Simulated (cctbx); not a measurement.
## Sc4Ge6Pd7 with cctbx, script by script

Library: cctbx 2025.11. The data are simulated by the first script.

## 1. Simulate the data

run.py:

```python
from cctbx import adptbx, crystal, miller, sgtbx, xray
from cctbx.array_family import flex
from iotbx.shelx import hklf
from scitbx import matrix
import scitbx.random

cs = crystal.symmetry(unit_cell=(8.126, 8.126, 8.126, 90, 90, 90), space_group_symbol='Hall: -I 4 2 3')  # Im-3m
atoms = [  # label, site, U (iso, or U11 U22 U33 U12 U13 U23 in A^2), occupancy
    ("Pd1", (0, 0, 0), (0.0184, 0.0184, 0.0184, 0.0000, 0.0000, 0.0000), 1),
    ("Pd2", (0.25, 0, 0.5), (0.0170, 0.0164, 0.0164, 0.0000, 0.0000, 0.0000), 0.9667),
    ("Sc1", (0.25, 0, 0.5), (0.0170, 0.0164, 0.0164, 0.0000, 0.0000, 0.0000), 0.0333),
    ("Ge1", (0.6854, 0, 0), (0.0289, 0.0293, 0.0293, 0.0000, 0.0000, 0.0000), 1),
    ("Sc2", (0.25, 0.25, 0.25), (0.0195, 0.0195, 0.0195, -0.0005, -0.0005, -0.0005), 0.95),
    ("Pd3", (0.25, 0.25, 0.25), (0.0195, 0.0195, 0.0195, -0.0005, -0.0005, -0.0005), 0.05),
]
xs = xray.structure(crystal_symmetry=cs)
for label, site, u, occ in atoms:
    u = adptbx.u_cif_as_u_star(cs.unit_cell(), u) if isinstance(u, tuple) else u
    xs.add_scatterer(xray.scatterer(label, site=site, u=u, occupancy=occ))
xs.set_inelastic_form_factors(0.4959, "sasaki")
xs.show_summary()
p1 = xs.expand_to_p1()
ms = miller.build_set(p1, anomalous_flag=True, d_min=0.84)
flex.set_random_seed(279732)
scitbx.random.set_random_seed(279732)
ms = ms.select(flex.random_double(ms.size()) < 0.95)
i = ms.structure_factors_from_scatterers(p1, algorithm="direct").f_calc().as_intensity_array().data()
i = i * 20000 / flex.max(i)
sig = flex.sqrt(i + flex.pow2(0.03 * i) + 15 ** 2)
noise = scitbx.random.variate(scitbx.random.normal_distribution())(i.size())
data = ms.array(data=i + sig * noise, sigmas=sig).set_observation_type_xray_intensity()
with open("data.hkl", "w") as f:
    data.export_as_shelx_hklf(f)
print("reflections written:", data.size(), " <I/sigma> = %.1f" % flex.mean(data.data() / data.sigmas()))
for h, a, b in list(data.sort("data"))[:12]:
    print("%4d%4d%4d %9.1f %7.1f" % (h + (a, b)))
```

```console
$ python run.py
```

```text
Number of scatterers: 6
At special positions: 6
Unit cell: (8.126, 8.126, 8.126, 90, 90, 90)
Space group: I m -3 m (No. 229)
reflections written: 3601  <I/sigma> = 5.1
   4   0   0   20821.1   616.6
   0  -4   0   20071.7   616.6
  -4   0   0   19969.8   616.6
   0   0   4   19835.1   616.6
   0   4   0   19740.7   616.6
   0   0  -4   19509.9   616.6
   2  -2   2   17454.5   517.6
  -2  -2   2   17160.4   517.6
  -2  -2  -2   17105.6   517.6
   2  -2  -2   16660.6   517.6
  -2   2   2   16651.9   517.6
   2   2   2   16380.8   517.6
```

Run time: 0.4 s on 1 thread of Arm Neoverse N1 (shared host), peak memory 0.07 GiB.

## 2. Refinement

run.py:

```python
import math
from cctbx import adptbx, crystal, maptbx, sgtbx, xray
from cctbx.array_family import flex
from cctbx.xray import observations
from iotbx.shelx import hklf
from scitbx.lstbx import normal_eqns_solving
from smtbx import absolute_structure, utils
from smtbx.refinement import constraints, least_squares

cs = crystal.symmetry(unit_cell=(8.126, 8.126, 8.126, 90, 90, 90), space_group_symbol='Hall: -I 4 2 3')  # Im-3m
atoms = [  # label, site, U (iso, or U11 U22 U33 U12 U13 U23 in A^2), occupancy
    ("Pd1", (0, 0, 0), 0.0200, 1),
    ("Pd2", (0.25, 0, 0.5), 0.0200, 1),
    ("Ge1", (0.6854, 0, 0), 0.0200, 1),
    ("Sc2", (0.25, 0.25, 0.25), 0.0200, 1),
]
xs = xray.structure(crystal_symmetry=cs)
for label, site, u, occ in atoms:
    u = adptbx.u_cif_as_u_star(cs.unit_cell(), u) if isinstance(u, tuple) else u
    xs.add_scatterer(xray.scatterer(label, site=site, u=u, occupancy=occ))
xs.set_inelastic_form_factors(0.4959, "sasaki")
xs.convert_to_anisotropic()
raw = hklf.reader(file_name="data.hkl").as_miller_arrays(crystal_symmetry=cs, anomalous=True)[0]
merged = raw.eliminate_sys_absent().merge_equivalents()
fo2 = merged.array().set_observation_type_xray_intensity()
print("Rint %.3f, %d unique reflections to %.2f A" % (merged.r_int(), fo2.size(), fo2.d_min()))
for sc in xs.scatterers():
    sc.flags.set_grad_site(True)
    sc.flags.set_grad_u_aniso(sc.flags.use_u_aniso())
    sc.flags.set_grad_u_iso(sc.flags.use_u_iso())
obs = fo2.as_xray_observations()
extra = {}
rep = constraints.reparametrisation(xs, [], utils.connectivity_table(xs), **extra)
ls = least_squares.crystallographic_ls(obs, rep, weighting_scheme=least_squares.mainstream_shelx_weighting(a=0, b=0))
print("cycle     R1     wR2    GooF  max shift (A)")
for cycle in range(12):
    ls.build_up()
    r1, wr2, goof = ls.r1_factor(cutoff_factor=2)[0], ls.wR2(), ls.goof()
    old = xs.sites_cart()
    normal_eqns_solving.levenberg_marquardt_iterations(ls, n_max_iterations=3, tau=1e-06, step_threshold=1e-7)
    big = flex.max((xs.sites_cart() - old).norms())
    print("%4d %7.4f %7.4f %7.3f %9.5f" % (cycle + 1, r1, wr2, goof, big))
    ls.build_up(objective_only=True)
    if abs(ls.wR2() - wr2) < 5e-5 and big < 5e-4:
        break
ls.build_up()
print("final R1 %.4f wR2 %.4f GooF %.3f  parameters %d  data/parameter %.1f" % (ls.r1_factor(cutoff_factor=2)[0], ls.wR2(), ls.goof(), ls.n_parameters, fo2.size() / ls.n_parameters))
cov = ls.covariance_matrix_and_annotations()
su = dict(zip(cov.annotations, (math.sqrt(max(v, 0)) for v in cov.matrix.matrix_packed_u_diagonal())))
a2 = cs.unit_cell().reciprocal_parameters()[0] ** -2
print("atom        x        y        z      Ueq    occ   su(xyz)  su(Uiso or U11)")
for sc in xs.scatterers():
    s = max(su.get(sc.label + k, 0) for k in (".x", ".y", ".z"))
    npd = "" if sc.is_positive_definite_u(cs.unit_cell()) else "  NPD"
    print("%-5s %8.5f %8.5f %8.5f %8.4f %6.3f %8.5f %7.4f%s" % ((sc.label,) + sc.site + (sc.u_iso_or_equiv(cs.unit_cell()), sc.occupancy, s, su.get(sc.label + ".uiso", su.get(sc.label + ".u11", 0) * a2), npd)))
fo = fo2.f_sq_as_f()
fc = fo.structure_factors_from_scatterers(xs, algorithm="direct").f_calc()
diff = fo.f_obs_minus_f_calc(1 / math.sqrt(ls.scale_factor()), fc).average_bijvoet_mates()
m = diff.fft_map(symmetry_flags=maptbx.use_space_group_symmetry, resolution_factor=0.25).apply_volume_scaling()
print("difference map: max %.2f min %.2f rms %.2f" % (m.statistics().max(), m.statistics().min(), m.statistics().sigma()))
peaks = m.peak_search(parameters=maptbx.peak_search_parameters(min_distance_sym_equiv=0.6, max_clusters=6)).all()
near = xs.closest_distances(peaks.sites(), distance_cutoff=4)
sps = cs.special_position_settings(min_distance_sym_equiv=0.5)
for k, (x, h) in enumerate(zip(peaks.sites(), peaks.heights())):
    ss = sps.site_symmetry(x)
    print("Q%-3d %7.4f %7.4f %7.4f %4d %7.2f  %.2f A from %s" % ((k + 1,) + tuple(t % 1 for t in ss.exact_site()) + (ss.multiplicity(), h, near.smallest_distances[k], xs.scatterers()[near.i_seqs[k]].label)))
```

```console
$ python run.py
```

```text
Rint 0.043, 64 unique reflections to 0.86 A
cycle     R1     wR2    GooF  max shift (A)
   1  0.0665  0.1541  11.136   0.00097
   2  0.0123  0.0239   1.728   0.00000
final R1 0.0123 wR2 0.0239 GooF 1.728  parameters 8  data/parameter 8.0
atom        x        y        z      Ueq    occ   su(xyz)  su(Uiso or U11)
Pd1    0.00000  0.00000  0.00000   0.0175  1.000  0.00000  0.0004
Pd2    0.25000  0.00000  0.50000   0.0171  1.000  0.00000  0.0004
Ge1    0.68528  0.00000  0.00000   0.0284  1.000  0.00016  0.0006
Sc2    0.25000  0.25000  0.25000   0.0148  1.000  0.00000  0.0005
difference map: max 0.67 min -0.63 rms 0.17
Q1    0.2500  0.2500  0.2500    8    0.68  0.00 A from Sc2
Q2    0.0475  0.0475  0.0475   16    0.67  0.67 A from Pd1
Q3    0.0000  0.1618  0.3802   48    0.50  1.21 A from Pd2
Q4    0.0000  0.4323  0.4323   24    0.36  1.58 A from Pd2
Q5    0.0591  0.0591  0.1825   48    0.36  1.27 A from Ge1
Q6    0.0000  0.2689  0.2689   24    0.34  1.88 A from Pd2
```

Time: 0.53 s.

This run holds a fault made on purpose: disorder ignored: each site full, of its main element.

## 3. Refinement (occupancies of the disordered sites free, main element alone)

run.py, as its changes from the last script of this kind:

```diff
@@ -12,4 +12,4 @@
-    ("Pd1", (0, 0, 0), 0.0200, 1),
-    ("Pd2", (0.25, 0, 0.5), 0.0200, 1),
-    ("Ge1", (0.6854, 0, 0), 0.0200, 1),
-    ("Sc2", (0.25, 0.25, 0.25), 0.0200, 1),
+    ("Pd1", (0, 0, 0), 0.0120, 1),
+    ("Pd2", (0.25, 0, 0.5), 0.0120, 1),
+    ("Ge1", (0.68528, 0, 0), 0.0120, 1),
+    ("Sc2", (0.25, 0.25, 0.25), 0.0120, 1),
@@ -30,0 +31 @@
+    sc.flags.set_grad_occupancy(sc.label in ('Pd2', 'Sc2'))
@@ -36 +37 @@
-for cycle in range(12):
+for cycle in range(20):
@@ -55,0 +57,2 @@
+print("su of occupancy Pd2: %.3f" % su["Pd2.occ"])
+print("su of occupancy Sc2: %.3f" % su["Sc2.occ"])
```

```console
$ python run.py
```

```text
Rint 0.043, 64 unique reflections to 0.86 A
cycle     R1     wR2    GooF  max shift (A)
   1  0.0966  0.1997  14.700   0.00003
   2  0.0076  0.0143   1.050   0.00008
   3  0.0068  0.0130   0.954   0.00004
   4  0.0066  0.0127   0.937   0.00002
final R1 0.0066 wR2 0.0127 GooF 0.935  parameters 10  data/parameter 6.4
atom        x        y        z      Ueq    occ   su(xyz)  su(Uiso or U11)
Pd1    0.00000  0.00000  0.00000   0.0179  1.000  0.00000  0.0003
Pd2    0.25000  0.00000  0.50000   0.0167  0.985  0.00000  0.0002
Ge1    0.68530  0.00000  0.00000   0.0289  1.000  0.00009  0.0004
Sc2    0.25000  0.25000  0.25000   0.0192  1.061  0.00000  0.0005
su of occupancy Pd2: 0.003
su of occupancy Sc2: 0.007
difference map: max 0.59 min -0.55 rms 0.13
Q1    0.0558  0.0558  0.0558   16    0.61  0.79 A from Pd1
Q2    0.0000  0.1569  0.3783   48    0.46  1.25 A from Pd2
Q3    0.0000  0.4291  0.4291   24    0.41  1.57 A from Pd2
Q4    0.0000  0.2696  0.2696   24    0.40  1.88 A from Pd2
Q5    0.0609  0.0609  0.1865   48    0.38  1.26 A from Ge1
Q6    0.0000  0.1910  0.5000   24    0.29  0.48 A from Pd2
```

Run time: 0.69 s on 1 thread of Arm Neoverse N1, on a shared host, peak memory 0.09 GiB.

[Logs are printed without paths, hosts, clocks, repeated set-up lines and the standing remarks that a program may print on its own settings, such as how far it seeks lower states.]
